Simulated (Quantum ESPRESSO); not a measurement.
# KOs3 (Pm-3m): zone-centre phonons, part 2 of 2

Aim: the zone-centre modes of KOs3 (Pm-3m).

Quantum ESPRESSO 7.5; DFT LDA, scalar-relativistic, plane waves, JTH PAW pseudopotentials.

So far. Step 2 (A first look): No gap opens on this mesh, so smearing is kept; the start stands at -29 GPa. Step 4 (Self-consistent run for the response): The cell stands at -0.057 GPa, close enough for phonons. The relaxed cell has a = 3.980 Å (conventional setting).

The structure was built from a prototype and need not be the compound's stable phase.

**5. Linear response at Γ**

At q = 0 one unit cell holds all displacements; symmetry groups them into irreducible representations that are solved one by one. With smeared occupations no response to a homogeneous field can be asked.

Contents of ph.in:

```
phonons
 &inputph
    prefix='x',
    outdir='./tmp',
    fildyn='g.dyn',
    tr2_ph=1.0d-18,
    alpha_mix(1)=0.4,
    nmix_ph=8,
 /
0.000000000000 0.000000000000 0.000000000000
```

Run with:

```sh
$ OMP_NUM_THREADS=1 mpirun -n 4 ph.x -nk 4 -in ph.in > ph.out
```

The log of the run:

```text
[banners, grids, parts of the stress and lines that vanish by symmetry left out]
[banner, memory and clock lines left out]
Program PHONON v.7.5

     ./tmp/x.save/

     file K.upf: wavefunction(s)  3S 4S 3P 4P 0D renormalized
     file Os.upf: wavefunction(s)  6S 0S 0P 0P 5D 0D renormalized

     IMPORTANT: XC functional enforced from input :
     Exchange-correlation= PW
                           (   1   4   0   0   0   0   0)
     Any further DFT definition will be discarded
     Please, verify this is what you really want

     G-vector sticks info

     Reading collected, re-writing distributed wavefunctions in ./tmp/

     Number and degeneracy of irreps per q-point
       N         xq(1)         xq(2)         xq(3)   N irreps
       1   0.000000000   0.000000000   0.000000000       4
        3   3   3   3

     Calculation of q =    0.0000000   0.0000000   0.0000000

     phonons

     bravais-lattice index     =            0
     lattice parameter (alat)  =       7.5209  a.u.
     unit-cell volume          =     425.4093 (a.u.)^3
     number of atoms/cell      =            4
     number of atomic types    =            2
     kinetic-energy cut-off    =      40.0000  Ry
     charge density cut-off    =     200.0000  Ry
     convergence threshold     =      1.0E-18
     beta                      =       0.4000
     number of iterations used =            8
     Exchange-correlation= PW
                           (   1   4   0   0   0   0   0)

     celldm(1)=    7.52089  celldm(2)=    0.00000  celldm(3)=    0.00000
     celldm(4)=    0.00000  celldm(5)=    0.00000  celldm(6)=    0.00000

     crystal axes: (cart. coord. in units of alat)
               a(1) = (  1.0000  0.0000  0.0000 )
               a(2) = (  0.0000  1.0000  0.0000 )
               a(3) = (  0.0000  0.0000  1.0000 )

     reciprocal axes: (cart. coord. in units 2 pi/alat)
               b(1) = (  1.0000  0.0000  0.0000 )
               b(2) = (  0.0000  1.0000  0.0000 )
               b(3) = (  0.0000  0.0000  1.0000 )

     Atoms inside the unit cell:

     Cartesian axes

     site n.  atom      mass           positions (alat units)
        1  K      39.0983   tau(    1) = (    0.00000    0.00000    0.00000  )
        2  Os    190.2300   tau(    2) = (    0.00000    0.50000    0.50000  )
        3  Os    190.2300   tau(    3) = (    0.50000    0.00000    0.50000  )
        4  Os    190.2300   tau(    4) = (    0.50000    0.50000    0.00000  )

     Computing dynamical matrix for
                    q = (   0.0000000   0.0000000   0.0000000 )

     49 Sym.Ops. (with q -> -q+G )

     G cutoff =  286.5552  (  20341 G-vectors)     FFT grid: ( 36, 36, 36)
     G cutoff =  229.2441  (  14531 G-vectors)  smooth grid: ( 32, 32, 32)

     number of k points=    20  Marzari-Vanderbilt smearing, width (Ry)=  0.0200
                       cart. coord. in units 2pi/alat
        k(    1) = (   0.0000000   0.0000000   0.0000000), wk =   0.0092593
        k(    2) = (   0.0000000   0.0000000   0.1666667), wk =   0.0555556
        k(    3) = (   0.0000000   0.0000000   0.3333333), wk =   0.0555556
        [... further k-points left out ...]

     PseudoPot. # 1 for K  read from file:
     ./pseudo/K.upf
     Pseudo is Projector augmented-wave + core cor, Zval =  9.0
     Shape of augmentation charge: SINC**2
     Using radial grid of 1013 points,  5 beta functions with:
                l(1) =   0
                l(2) =   0
                l(3) =   1
                l(4) =   1
                l(5) =   2
     Q(r) pseudized with 0 coefficients

     PseudoPot. # 2 for Os read from file:
     ./pseudo/Os.upf
     Pseudo is Projector augmented-wave + core cor, Zval =  8.0
     Shape of augmentation charge: SINC**2
     Using radial grid of 1124 points,  6 beta functions with:
                l(1) =   0
                l(2) =   0
                l(3) =   1
                l(4) =   1
                l(5) =   2
                l(6) =   2
     Q(r) pseudized with 0 coefficients

     Mode symmetry, O_h (m-3m)  point group:

     Atomic displacements:
     There are    4 irreducible representations

     Representation     1      3 modes -  To be done

     Representation     2      3 modes -  To be done

     Representation     3      3 modes -  To be done

     Representation     4      3 modes -  To be done

     Alpha used in Ewald sum =   1.9000

     Representation #   1 modes #   1   2   3

     Self-consistent Calculation
      iter #   1   av.it.:   7.6
      thresh= 1.000E-02 alpha_mix =  0.400 |ddv_scf|^2 =  1.658E-06
      iter #   2   av.it.:  15.2
      thresh= 1.288E-04 alpha_mix =  0.400 |ddv_scf|^2 =  1.816E-08
      iter #   3   av.it.:  15.6
      thresh= 1.347E-05 alpha_mix =  0.400 |ddv_scf|^2 =  3.225E-10
      iter #   4   av.it.:  15.7
      thresh= 1.796E-06 alpha_mix =  0.400 |ddv_scf|^2 =  1.922E-11
      iter #   5   av.it.:  15.4
      thresh= 4.384E-07 alpha_mix =  0.400 |ddv_scf|^2 =  9.291E-13
      iter #   6   av.it.:  15.4
      thresh= 9.639E-08 alpha_mix =  0.400 |ddv_scf|^2 =  3.483E-14
      iter #   7   av.it.:  14.9
      thresh= 1.866E-08 alpha_mix =  0.400 |ddv_scf|^2 =  2.379E-15
      iter #   8   av.it.:  16.3
      thresh= 4.877E-09 alpha_mix =  0.400 |ddv_scf|^2 =  6.237E-18
      iter #   9   av.it.:  16.0
      thresh= 2.497E-10 alpha_mix =  0.400 |ddv_scf|^2 =  1.274E-18
      iter #  10   av.it.:  16.4
      thresh= 1.129E-10 alpha_mix =  0.400 |ddv_scf|^2 =  1.429E-20

     End of self-consistent calculation

     Convergence has been achieved

     Representation #   2 modes #   4   5   6

     Self-consistent Calculation
      iter #   1   av.it.:   6.3
      thresh= 1.000E-02 alpha_mix =  0.400 |ddv_scf|^2 =  4.773E-07
      iter #   2   av.it.:  14.7
      thresh= 6.909E-05 alpha_mix =  0.400 |ddv_scf|^2 =  1.164E-08
      iter #   3   av.it.:  15.0
      thresh= 1.079E-05 alpha_mix =  0.400 |ddv_scf|^2 =  1.184E-09
      iter #   4   av.it.:  15.2
      thresh= 3.441E-06 alpha_mix =  0.400 |ddv_scf|^2 =  2.364E-11
[...]
End of self-consistent calculation

     Convergence has been achieved

     Representation #   3 modes #   7   8   9

     Self-consistent Calculation
[...]
End of self-consistent calculation

     Convergence has been achieved

     Representation #   4 modes #  10  11  12

     Self-consistent Calculation
[...]
iter #   2   av.it.:  15.5
      thresh= 3.595E-05 alpha_mix =  0.400 |ddv_scf|^2 =  1.172E-08
      iter #   3   av.it.:  16.3
      thresh= 1.083E-05 alpha_mix =  0.400 |ddv_scf|^2 =  2.816E-11
      iter #   4   av.it.:  14.8
      thresh= 5.307E-07 alpha_mix =  0.400 |ddv_scf|^2 =  3.283E-13
      iter #   5   av.it.:  14.0
      thresh= 5.730E-08 alpha_mix =  0.400 |ddv_scf|^2 =  1.961E-14
      iter #   6   av.it.:  16.9
      thresh= 1.400E-08 alpha_mix =  0.400 |ddv_scf|^2 =  3.801E-17
      iter #   7   av.it.:  15.1
      thresh= 6.165E-10 alpha_mix =  0.400 |ddv_scf|^2 =  8.924E-18
      iter #   8   av.it.:  15.3
      thresh= 2.987E-10 alpha_mix =  0.400 |ddv_scf|^2 =  1.191E-20

     End of self-consistent calculation

     Convergence has been achieved

     Number of q in the star =    1
     List of q in the star:
          1   0.000000000   0.000000000   0.000000000

     Diagonalizing the dynamical matrix

     q = (    0.000000000   0.000000000   0.000000000 )

 **************************************************************************
     freq (    1) =      -3.288687 [THz] =    -109.698789 [cm-1]
     freq (    2) =      -3.288687 [THz] =    -109.698789 [cm-1]
     freq (    3) =      -3.288687 [THz] =    -109.698789 [cm-1]
     freq (    4) =      -0.535161 [THz] =     -17.851038 [cm-1]
     freq (    5) =      -0.535161 [THz] =     -17.851038 [cm-1]
     freq (    6) =      -0.535161 [THz] =     -17.851038 [cm-1]
     freq (    7) =      -0.012040 [THz] =      -0.401614 [cm-1]
     freq (    8) =      -0.012040 [THz] =      -0.401614 [cm-1]
     freq (    9) =      -0.012040 [THz] =      -0.401614 [cm-1]
     freq (   10) =       9.304548 [THz] =     310.366304 [cm-1]
     freq (   11) =       9.304548 [THz] =     310.366304 [cm-1]
     freq (   12) =       9.304548 [THz] =     310.366304 [cm-1]
 **************************************************************************

     Mode symmetry, O_h (m-3m)  point group:

     freq (   1-   3) =       -109.7  [cm-1]   --> T_1u G_15  G_4- I
     freq (   4-   6) =        -17.9  [cm-1]   --> T_2u G_25  G_5-
     freq (   7-   9) =         -0.4  [cm-1]   --> T_1u G_15  G_4- I
     freq (  10-  12) =        310.4  [cm-1]   --> T_1u G_15  G_4- I
```

The job ended after 2.2 min (4 MPI ranks of Arm Neoverse V2, shared host).

Numbers from this step:

```
largest acoustic frequency at the zone centre before the sum rule : -0.4 cm⁻¹
highest optical zone-centre mode (no LO-TO term)                  : 310.4 cm⁻¹
lowest optical zone-centre mode                                   : -109.7 cm⁻¹
```

The acoustic modes at Γ come out as far as 0.4 cm⁻¹ from zero, where they should vanish, a small numerical error. The lowest optical mode is imaginary, 110i cm⁻¹, an instability at this level and on this k mesh.

**6. Modes with the sum rule**

A rigid shift of the crystal must cost nothing, but grids and finite bases break this; the acoustic sum rule is imposed before the matrix is diagonalised again.

Contents of dynmat.in:

```
 &input
    fildyn='g.dyn',
    asr='simple',
    fileig='dynmat.eig',
 /
```

Run with:

```sh
$ dynmat.x -in dynmat.in > dynmat.out
```

The log of the run:

```text
[banner, memory and clock lines left out]
Program DYNMAT v.7.5

     Reading Dynamical Matrix from file g.dyn
     ...Force constants read
     ...epsilon and Z* not read (not found on file)
     A direction for q was not specified:TO-LO splitting will be absent

     Polarizability (A^3 units)
     multiply by 1.000000 for Clausius-Mossotti correction
         0.000000    0.000000    0.000000
         0.000000    0.000000    0.000000
         0.000000    0.000000    0.000000

     IR activities are in (D/A)^2/amu units

# mode   [cm-1]    [THz]      IR
    1   -109.70   -3.2887    0.0000
    2   -109.70   -3.2887    0.0000
    3   -109.70   -3.2887    0.0000
    4    -17.84   -0.5349    0.0000
    5    -17.84   -0.5349    0.0000
    6    -17.84   -0.5349    0.0000
    7     -0.00   -0.0000    0.0000
    8      0.00    0.0000    0.0000
    9      0.00    0.0000    0.0000
   10    310.36    9.3045    0.0000
   11    310.36    9.3045    0.0000
   12    310.36    9.3045    0.0000

[end of the log left out, with the tail of the file of modes that dynmat.x writes under the same name]
```

Elapsed: 0.47 s, on 1 thread.

Unit eigenvectors of the mass-weighted matrix after the sum rule; no LO-TO term. Modes at Γ, with each element's share of the kinetic energy (negative means imaginary):

```csv
mode,frequency (cm⁻¹),K %,Os %
1,-109.7,5,95
2,-109.7,5,95
3,-109.7,5,95
4,-17.8,0,100
5,-17.8,0,100
6,-17.8,0,100
7,0.0,6,94
8,0.0,6,94
9,0.0,6,94
10,310.4,88,12
11,310.4,88,12
12,310.4,88,12
```

Displacements in mode 3 (-109.7 cm⁻¹), the largest set to 1:
```
K1   0.00  0.01 -0.62
Os2  0.01  0.01 -0.44
Os3  0.00 -0.02 -0.44
Os4  0.00  0.01  1.00
```

Displacements in mode 10 (310.4 cm⁻¹), the largest set to 1:
```
K1   1.00 -0.10  0.00
Os2  0.03  0.01  0.00
Os3 -0.12  0.00  0.00
Os4 -0.12  0.01  0.00
```

The rule moves no optical mode by more than 0.1 cm⁻¹.

**7. Sum rules set otherwise (asr no)**

Without the rule the raw error of the acoustic modes shows.

Contents of dynmat.in:

```
 &input
    fildyn='g.dyn',
    asr='no',
    fileig='dynmat.eig',
 /
```

Run with:

```sh
$ dynmat.x -in dynmat.in > dynmat.out
```

The log of the run:

```text
[banner, memory and clock lines left out]
Program DYNMAT v.7.5

     Reading Dynamical Matrix from file g.dyn
     ...Force constants read
     ...epsilon and Z* not read (not found on file)
     A direction for q was not specified:TO-LO splitting will be absent

     Polarizability (A^3 units)
     multiply by 1.000000 for Clausius-Mossotti correction
         0.000000    0.000000    0.000000
         0.000000    0.000000    0.000000
         0.000000    0.000000    0.000000

     IR activities are in (D/A)^2/amu units

# mode   [cm-1]    [THz]      IR
    1   -109.70   -3.2887    0.0000
    2   -109.70   -3.2887    0.0000
    3   -109.70   -3.2887    0.0000
    4    -17.85   -0.5352    0.0000
    5    -17.85   -0.5352    0.0000
    6    -17.85   -0.5352    0.0000
    7     -0.40   -0.0121    0.0000
    8     -0.40   -0.0121    0.0000
    9     -0.40   -0.0121    0.0000
   10    310.37    9.3045    0.0000
   11    310.37    9.3045    0.0000
   12    310.37    9.3045    0.0000

[end of the log left out, with the tail of the file of modes that dynmat.x writes under the same name]
```

Elapsed: 0.47 s, on 1 thread.

Zone-centre frequencies as printed; negative means imaginary. Modes:

```csv
mode,frequency (cm⁻¹)
1,-109.7
2,-109.7
3,-109.7
4,-17.85
5,-17.85
6,-17.85
7,-0.4
8,-0.4
9,-0.4
10,310.4
11,310.4
12,310.4
```

Against the first rule no mode moves by more than 0.5 cm⁻¹.

**8. Sum rules set otherwise: a sum rule for molecules or wires on a crystal**

This rule also removes rotations, which suits wires and not a crystal; it is tried to see the harm.

Contents of dynmat.in:

```
 &input
    fildyn='g.dyn',
    asr='one-dim',
    fileig='dynmat.eig',
 /
```

Run with:

```sh
$ dynmat.x -in dynmat.in > dynmat.out
```

The log of the run:

```text
[banner, memory and clock lines left out]
Program DYNMAT v.7.5

     Reading Dynamical Matrix from file g.dyn
     ...Force constants read
     ...epsilon and Z* not read (not found on file)
asr rotation axis in 1D system=    3
     Acoustic Sum Rule: || Z*(ASR) - Z*(orig)|| =    0.000000E+00
     Acoustic Sum Rule: ||dyn(ASR) - dyn(orig)||=    2.584105E-01
     A direction for q was not specified:TO-LO splitting will be absent

     Polarizability (A^3 units)
     multiply by 1.000000 for Clausius-Mossotti correction
         0.000000    0.000000    0.000000
         0.000000    0.000000    0.000000
         0.000000    0.000000    0.000000

     IR activities are in (D/A)^2/amu units

# mode   [cm-1]    [THz]      IR
    1   -109.70   -3.2887    0.0000
    2   -109.70   -3.2887    0.0000
    3    -83.45   -2.5018    0.0000
    4    -17.85   -0.5352    0.0000
    5    -17.85   -0.5352    0.0000
    6     -0.00   -0.0000    0.0000
    7     -0.00   -0.0000    0.0000
    8     -0.00   -0.0000    0.0000
    9      0.00    0.0000    0.0000
   10    252.31    7.5642    0.0000
   11    310.37    9.3045    0.0000
   12    310.37    9.3045    0.0000

[end of the log left out, with the tail of the file of modes that dynmat.x writes under the same name]
```

Wall time 0.47 s (1 thread).

The run ended normally, but on settings that are not sound.

The fault: a sum rule for molecules or wires on a crystal; 1 optical mode is projected out to zero frequency, as if it were a rotation.

For a crystal the rule has to be 'simple' or 'crystal'.

Zone-centre frequencies as printed; negative means imaginary. Modes:

```csv
mode,frequency (cm⁻¹)
1,-109.7
2,-109.7
3,-83.45
4,-17.85
5,-17.85
6,0
7,0
8,0
9,0
10,252.3
11,310.4
12,310.4
```

**9. Results**

- space group after relaxation: Pm-3m
- volume per atom: 15.8 Å³
- highest optical zone-centre mode (no LO-TO term): 310.4 cm⁻¹
- lowest optical zone-centre mode: -109.7 cm⁻¹
- imaginary optical modes at the zone centre (no q mesh in this session): yes

**Reading.** At the LDA level the optical modes of KOs3 (Pm-3m) at the zone centre run from 110i to 310 cm⁻¹, so the structure is a saddle point, with 6 modes beyond 10i cm⁻¹ there. The relaxation gained more than 0.3 eV an atom, so the start was far from this structure and its bonding may have changed. Of the 9 optical modes, 6 are infrared active alone and 3 are silent. These are harmonic frequencies at zero temperature: anharmonic shifts and linewidths and thermal expansion are left out. Spin-orbit coupling is left out, which can matter for the heavy elements here. In a metal the frequencies hang on the k mesh and the smearing, most of all near Kohn anomalies. The runs are without spin polarisation, although the cell has an odd electron count or an open d or f shell, so a magnetic state was not tested. The structure is a hypothetical one, built on a prototype.

[Host names and launcher messages were left out of these logs when they were recorded.]

[Logs are printed without paths, hosts, clocks, repeated set-up lines and the standing remarks that a program may print on its own settings, such as how far it seeks lower states.]

[Hosts, paths, dates, database ids (printed as entryN), source tags and the programs' standing remarks are cut or masked in the printed files.]
